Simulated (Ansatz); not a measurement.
In doubt: masses and optical values from hybrid runs of this build are listed as unsure, which bears on the screening that GW takes from such a start.

Rows from a G0W0 calculation on InGaSbAs (zincblende [001] superlattice) (Ansatz 0.2.0; G0W0 on HSE06, plane waves, PAW; 4×4×2 mesh, 793 empty bands, screening to 84 eV), in eV. Spin-orbit coupling is left out.

| row | Σx | Σc | Vxc | Z |
| --- | --- | --- | --- | --- |
| A | -7.51 | -3.48 | -10.91 | 0.77 |
| B | -15.58 | 0.93 | -14.59 | 0.77 |
| C | -11.52 | -2.88 | -14.54 | 0.78 |
| D | -15.16 | 0.41 | -14.74 | 0.77 |
| E | -7.05 | -3.46 | -10.42 | 0.77 |
| F | -15.38 | 0.88 | -14.43 | 0.77 |

Which rows are filled states and which are empty ones, and how can one tell?

Filled: B, D and F. Empty: A, C and E. The sign of Σc tells: for a filled state bare exchange, which holds its interaction with itself, lies below Vxc (Σx − Vxc is -0.4 eV or lower here) and screening gives part back as a positive Σc. For an empty state Σx lies above Vxc (+3.0 eV or more) and the Coulomb hole leaves Σc negative.

[Runs of the session that timed out or met a known fault of the program may be left out.]

[Cells called generated may have been cut or substituted from an entry of the Crystallography Open Database or the Materials Project.]

[Hosts, paths, dates, database ids (printed as entryN), source tags and the programs' standing remarks are cut or masked in the printed files.]
